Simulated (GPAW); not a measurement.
## Ag2PdO2 (Immm): the O K absorption edge

What does one-electron theory with a core hole give for the O K edge of Ag2PdO2 (Immm)?

Program: GPAW 26.7.0. Level of theory: X-ray absorption from dipole matrix elements to empty bands, plane-wave PAW LDA. Results are calculated unless marked as measured.

Most raw output is cut from this account.

### 1. Starting point

Symmetry: Immm, No. 71, orthorhombic system. Conventional cell: a = 3.008 Å, b = 4.555 Å, c = 9.898 Å, α = 90.00°, β = 90.00°, γ = 90.00°. Ag has 4 O at 2.28 to 2.65 Å nearest. Pd has 4 O at 2.03 Å nearest. O has 2 Pd at 2.03 Å and 4 Ag at 2.28 to 2.65 Å nearest. Farther neighbours and most contacts between anions are not listed.

### 2. Ground state of the crystal

A plain self-consistent run shows whether there is a gap, which decides the set-up of the core-hole run.

File scf.py:

```python
import numpy as np
from ase import Atoms
from ase.parallel import parprint, paropen
from gpaw import GPAW, PW, FermiDirac, Mixer, MixerDif, setup_paths
from gpaw.test import gen
setup_paths.insert(0, '.')
gen('O', name='nch1s', xcname='LDA', corehole=(1, 0, 0), write_xml=True)
from gpaw.mpi import world
world.barrier()

atoms = Atoms('Ag2PdO2',
    cell=[[-1.504015, 2.277615, 4.94885],
     [1.504015, -2.277615, 4.94885],
     [1.504015, 2.277615, -4.94885]],
    scaled_positions=[[0.64242, 0.64242, 0],
     [0.35758, 0.35758, 0],
     [0, 0, 0],
     [0.1373, 0.6373, 0.5],
     [0.8627, 0.3627, 0.5]],
    pbc=True)
atoms.calc = calc = GPAW(legacy_gpaw=True, mode=PW(500), xc='LDA', setups={3: 'nch1s'},
    kpts={'size': (10, 10, 10), 'gamma': True}, occupations=FermiDirac(0.05),
    charge=0, mixer=Mixer(0.1, 5, 50), maxiter=150,
    convergence={'density': 0.0001}, txt='scf.txt')
energy = atoms.get_potential_energy() + calc.get_reference_energy()
ef = calc.get_fermi_level()
out = dict(energy=energy, fermi=ef, forces=atoms.get_forces().tolist())
parprint(f'all-electron energy {energy:.4f} eV, Fermi level {ef:.4f} eV')
ev = np.array([[calc.get_eigenvalues(k, s) for k in range(len(calc.get_ibz_k_points()))] for s in range(calc.get_number_of_spins())])
out['homo'], out['lumo'], out['counts'] = ev[ev < ef].max(), ev[ev > ef].min(), sorted(set((ev < ef).sum((0, 2)).tolist()))
out['filled'] = (ev[:, 0] < ef).sum(1).tolist()
import json
with paropen('out.json', 'w') as f:
    json.dump(out, f)
```

The run is started by

```sh
$ OMP_NUM_THREADS=1 mpirun -n 4 gpaw python scf.py
```

The job ended after 1.8 min (4 MPI ranks of Arm Neoverse V2, shared host; peak memory 0.3 GiB; 7.2 min of CPU time).

The mesh shows no gap, so the system is treated as a metal and the core electron is put at the Fermi level (neutral cell).

### 3. Reference energy of the supercell

The photon energy needs a difference of total energies, so the cell and mesh of the coming hole run are first run without a hole.

scf.py: that of step 2 with these lines changed.

```diff
@@ -10,14 +10,34 @@
 
-atoms = Atoms('Ag2PdO2',
-    cell=[[-1.504015, 2.277615, 4.94885],
-     [1.504015, -2.277615, 4.94885],
-     [1.504015, 2.277615, -4.94885]],
-    scaled_positions=[[0.64242, 0.64242, 0],
-     [0.35758, 0.35758, 0],
+atoms = Atoms('Ag10Pd5O10',
+    cell=[[4.512045, -2.277615, -4.94885],
+     [-4.512045, 2.277615, -4.94885],
+     [6.01606, 4.55523, 0]],
+    scaled_positions=[[0.35758, 0.35758, 0],
+     [0.55758, 0.15758, 0.2],
+     [0.75758, 0.95758, 0.4],
+     [0.95758, 0.75758, 0.6],
+     [0.15758, 0.55758, 0.8],
+     [0.64242, 0.64242, 0],
+     [0.84242, 0.44242, 0.2],
+     [0.04242, 0.24242, 0.4],
+     [0.24242, 0.04242, 0.6],
+     [0.44242, 0.84242, 0.8],
      [0, 0, 0],
-     [0.1373, 0.6373, 0.5],
-     [0.8627, 0.3627, 0.5]],
+     [0.2, 0.8, 0.2],
+     [0.4, 0.6, 0.4],
+     [0.6, 0.4, 0.6],
+     [0.8, 0.2, 0.8],
+     [0.9627, 0.7627, 0.1],
+     [0.1627, 0.5627, 0.3],
+     [0.3627, 0.3627, 0.5],
+     [0.5627, 0.1627, 0.7],
+     [0.7627, 0.9627, 0.9],
+     [0.4373, 0.8373, 0.3],
+     [0.6373, 0.6373, 0.5],
+     [0.8373, 0.4373, 0.7],
+     [0.0373, 0.2373, 0.9],
+     [0.2373, 0.0373, 0.1]],
     pbc=True)
-atoms.calc = calc = GPAW(legacy_gpaw=True, mode=PW(500), xc='LDA', setups={3: 'nch1s'},
-    kpts={'size': (10, 10, 10), 'gamma': True}, occupations=FermiDirac(0.05),
+atoms.calc = calc = GPAW(legacy_gpaw=True, mode=PW(500), xc='LDA', setups={15: 'nch1s'},
+    kpts={'size': (3, 3, 3), 'gamma': True}, occupations=FermiDirac(0.1),
     charge=0, mixer=Mixer(0.1, 5, 50), maxiter=150,
```

The job ended after 5 min (4 MPI ranks; peak memory 0.62 GiB).

Reference energy: -2150539.433 eV with the cores included.

### 4. Spectrum with XCH, O atom 4

The holes are 7.1 Å apart. In GPAW the data set carries the hole's charge, so charge=0 means a charged cell and charge=-1 a neutral one. The excited electron is kept in the cell, where it fills the lowest empty states and screens the hole. After the field has converged, empty bands are computed with the density fixed and the dipole matrix elements are summed.

The absorber has 2 Pd at 2.03 Å and 2 Ag at 2.28 Å (4-fold, site symmetry mm2).

File xas.py:

```python
import numpy as np
from ase import Atoms
from ase.parallel import parprint, paropen
from gpaw import GPAW, PW, FermiDirac, Mixer, MixerDif, setup_paths
from gpaw.test import gen
setup_paths.insert(0, '.')
gen('O', name='fch1s', xcname='LDA', corehole=(1, 0, 1), write_xml=True)
from gpaw.mpi import world
world.barrier()

atoms = Atoms('Ag10Pd5O10',
    cell=[[4.512045, -2.277615, -4.94885],
     [-4.512045, 2.277615, -4.94885],
     [6.01606, 4.55523, 0]],
    scaled_positions=[[0.35758, 0.35758, 0],
     [0.55758, 0.15758, 0.2],
     [0.75758, 0.95758, 0.4],
     [0.95758, 0.75758, 0.6],
     [0.15758, 0.55758, 0.8],
     [0.64242, 0.64242, 0],
     [0.84242, 0.44242, 0.2],
     [0.04242, 0.24242, 0.4],
     [0.24242, 0.04242, 0.6],
     [0.44242, 0.84242, 0.8],
     [0, 0, 0],
     [0.2, 0.8, 0.2],
     [0.4, 0.6, 0.4],
     [0.6, 0.4, 0.6],
     [0.8, 0.2, 0.8],
     [0.9627, 0.7627, 0.1],
     [0.1627, 0.5627, 0.3],
     [0.3627, 0.3627, 0.5],
     [0.5627, 0.1627, 0.7],
     [0.7627, 0.9627, 0.9],
     [0.4373, 0.8373, 0.3],
     [0.6373, 0.6373, 0.5],
     [0.8373, 0.4373, 0.7],
     [0.0373, 0.2373, 0.9],
     [0.2373, 0.0373, 0.1]],
    pbc=True)
atoms.calc = calc = GPAW(legacy_gpaw=True, mode=PW(500), xc='LDA', setups={15: 'fch1s'},
    kpts={'size': (3, 3, 3), 'gamma': True}, occupations=FermiDirac(0.1),
    charge=-1, mixer=Mixer(0.1, 5, 50), maxiter=150,
    convergence={'density': 0.0001}, txt='scf.txt')
energy = atoms.get_potential_energy() + calc.get_reference_energy()
ef = calc.get_fermi_level()
out = dict(energy=energy, fermi=ef, forces=atoms.get_forces().tolist())
parprint(f'all-electron energy {energy:.4f} eV, Fermi level {ef:.4f} eV')
ev = np.array([[calc.get_eigenvalues(k, s) for k in range(len(calc.get_ibz_k_points()))] for s in range(calc.get_number_of_spins())])
out['homo'], out['lumo'], out['counts'] = ev[ev < ef].max(), ev[ev > ef].min(), sorted(set((ev < ef).sum((0, 2)).tolist()))
out['filled'] = (ev[:, 0] < ef).sum(1).tolist()

from ase.units import Ha
from gpaw.xas import dipole_matrix_elements
nb = int(calc.get_number_of_electrons() / 2) + 229
top, nb = nb, nb + 8 + nb // 12
nscf = calc.fixed_density(kpts={'size': (3, 3, 3), 'gamma': True}, nbands=nb,
    convergence={'bands': top, 'eigenstates': 1e-5}, maxiter=60, txt='nscf.txt')
cell = atoms.cell.array
ops = [cell.T @ U.T @ np.linalg.inv(cell.T) for U in nscf.wfs.kd.symmetry.op_scc]
E = np.arange(-6, 34, 0.1)
fwhm = np.interp(E, [4, 25], [0.9, 3.5])
Y, X, zero, highest = 0, 0, 1e9, 1e9
for spin in range(nscf.get_number_of_spins()):
    wfs = nscf.wfs
    A = dipole_matrix_elements(wfs.setups[15])
    eps = np.zeros((wfs.kd.nibzkpts, nb))
    d = np.zeros((3, A.shape[1], wfs.kd.nibzkpts, nb), complex)
    for kpt in wfs.kpt_u:
        if kpt.s == spin and 15 in kpt.P_ani:
            eps[kpt.k] = kpt.eps_n * Ha
            d[:, :, kpt.k] = (kpt.weight * wfs.nspins / 2) ** 0.5 * np.inner(A, kpt.P_ani[15])
    world.sum(eps)
    world.sum(d)
    T = np.einsum('amkn,bmkn->abkn', d, d.conj()).real
    T = sum(np.einsum('ai,ijkn,bj->abkn', R, T, R) for R in ops) / len(ops)
    empty = eps > ef
    zero, highest = min(zero, eps[empty].min()), min(highest, eps[:, top - 1].min())
    lines = [(eps, T, empty)] if spin == 0 else lines + [(eps, T, empty)]
for eps, T, empty in lines:
    f = np.einsum('aakn->akn', T).reshape(3, -1)
    x = eps.ravel() - zero
    w = np.interp(x, E, fwhm) / 2.35482
    g = np.exp(-0.5 * ((E[:, None] - x) / w) ** 2) / (w * (2 * np.pi) ** 0.5)
    Y = Y + (f * empty.ravel()) @ g.T
    X = X + (f * ~empty.ravel()) @ g.T
out.update(E=E.round(2).tolist(), xas=Y.tolist(), xes=X.tolist(), zero=zero, valid=highest - zero, nk=len(eps), nb=nb)
for i in range(0, len(E), 10):
    parprint(f'{E[i]:7.2f}', *(f'{v:10.3e}' for v in Y[:, i]))
import json
with paropen('out.json', 'w') as f:
    json.dump(out, f)
```

The run is started by

```sh
$ OMP_NUM_THREADS=1 mpirun -n 4 gpaw python xas.py
```

The job ended after 15 min (4 MPI ranks; peak memory 1.1 GiB; 61 min of CPU time).

The O K spectrum, O atom 4, excited-electron core hole (neutral cell) (energy from the lowest empty level; intensity scaled to a mean of 1 over the first 20 eV; polarised curves are means over the symmetry-equivalent atoms):

```tsv
E (eV)	isotropic	ε ∥ x	ε ∥ y	ε ∥ z
-2.0	0.00	0.00	0.00	0.00
-1.4	0.00	0.00	0.00	0.00
-0.8	0.02	0.02	0.01	0.02
-0.2	0.45	0.48	0.19	0.67
0.4	2.14	2.58	0.93	2.91
1.0	2.53	3.43	2.07	2.10
1.6	1.77	1.78	2.39	1.14
2.2	0.84	0.63	0.86	1.02
2.8	0.75	0.57	0.73	0.96
3.4	0.89	0.73	1.01	0.94
4.0	0.97	0.82	1.15	0.93
4.6	0.93	0.68	1.13	0.99
5.2	0.91	0.53	1.16	1.03
5.8	1.06	0.70	1.26	1.20
6.4	1.32	1.20	1.34	1.42
7.0	1.43	1.83	1.11	1.35
7.6	1.31	2.07	0.85	1.02
8.2	1.00	1.60	0.71	0.68
8.8	0.79	1.12	0.68	0.58
9.4	0.69	0.84	0.68	0.56
10.0	0.73	0.80	0.75	0.63
10.6	0.87	0.95	0.86	0.79
11.2	0.96	1.07	0.89	0.92
11.8	0.96	1.10	0.85	0.95
12.4	0.97	1.12	0.83	0.96
13.0	1.00	1.12	0.87	1.00
13.6	1.03	1.10	0.93	1.07
14.2	1.05	1.08	0.97	1.11
14.8	1.03	1.04	0.95	1.09
15.4	0.93	0.93	0.85	1.00
16.0	0.79	0.77	0.71	0.88
16.6	0.66	0.60	0.61	0.77
17.2	0.58	0.47	0.55	0.71
17.8	0.54	0.40	0.51	0.71
18.4	0.53	0.37	0.49	0.74
19.0	0.55	0.37	0.49	0.79
19.6	0.60	0.40	0.54	0.86
20.2	0.65	0.45	0.60	0.90
20.8	0.71	0.51	0.69	0.92
21.4	0.76	0.57	0.80	0.91
22.0	0.82	0.64	0.93	0.88
22.6	0.88	0.73	1.06	0.85
23.2	0.95	0.85	1.17	0.84
23.8	1.02	0.98	1.24	0.85
24.4	1.09	1.12	1.28	0.87
25.0	1.14	1.23	1.28	0.91
25.6	1.15	1.28	1.24	0.93
26.2	1.12	1.25	1.17	0.93
26.8	1.05	1.16	1.10	0.89
27.4	0.97	1.04	1.03	0.84
28.0	0.90	0.93	0.99	0.79
28.6	0.86	0.86	0.96	0.74
29.2	0.83	0.82	0.95	0.71
29.8	0.81	0.81	0.94	0.69
30.4	0.81	0.83	0.92	0.68
31.0	0.81	0.85	0.88	0.68
31.6	0.81	0.89	0.84	0.70
```

Main maxima below 24 eV (height): 0.8 eV (2.64), 3.9 eV (0.97), 7.1 eV (1.43) and 14.2 eV (1.05). A K edge sees empty p states; the first features are O p mixed into the empty d states of the Pd neighbours, and the broad ones above probably into the cations' higher empty bands.

The total-energy difference is 533.85 eV. One term is added: -8.83 eV, since the hole is spin-paired here and a spin-polarised one costs that much less in the free atom (computed apart). The photon energy is then 525.02 eV. The functional leaves an error in such absolute values: in the free atom LDA prices this hole 4.1 eV below PBE (computed apart), and PBE is itself good to a few eV.

### 5. Results

- absorber and edge: O K, atom 4 of the ground-state input (counted from 1)
- surroundings: 2 Pd at 2.03 Å and 2 Ag at 2.28 Å (4-fold, site symmetry mm2)
- highest intensity below 16 eV: 0.8 eV above the zero, height 2.64
- photon energy of the zero, with the added terms: 525.0 eV (raw 533.8 eV; LDA puts this hole about 4 eV below PBE, itself good to a few eV)

The O K edge of atom 4, with 2 Pd at 2.03 Å and 2 Ag at 2.28 Å (4-fold, site symmetry mm2), has its highest intensity of the first 16 eV at 0.8 eV above the zero, near 526 eV in photon energy (LDA puts this hole about 4 eV below PBE, itself good to a few eV), 2.6 times the mean level of the first 20 eV (Gaussian full width 0.9 eV up to 4 eV, rising linearly to 3.5 eV at 25 eV). At the O K edge of atom 4 polarisation matters most near 0.7 eV, where the curves differ by 2.0 on this scale. 1 further run of this session is left out of this account as redundant. The unit cell's mesh shows no gap over 0.35 eV. That is right for a metallic compound; for a small-gap or correlated insulator it would be the fault of the functional or of the assumed magnetic order, and the hole would be screened too well. The mesh is coarse (0.31 Å⁻¹ between points), so small maxima may be mesh ripples. The structure is a published determination, not relaxed.

[Logs are printed without paths, hosts, clocks, repeated set-up lines and the standing remarks that a program may print on its own settings, such as how far it seeks lower states.]

[Hosts, paths, dates, database ids (printed as entryN), source tags and the programs' standing remarks are cut or masked in the printed files.]

[Lists of maxima count a maximum above −3 eV only where it reaches 4 % of the highest in the window and stands out from its surroundings by 2 % of it (1.5 % where it reaches 55 %); shoulders and weaker maxima are passed over, and of the rest the first, up to two pre-edge ones and the few strongest are named.]
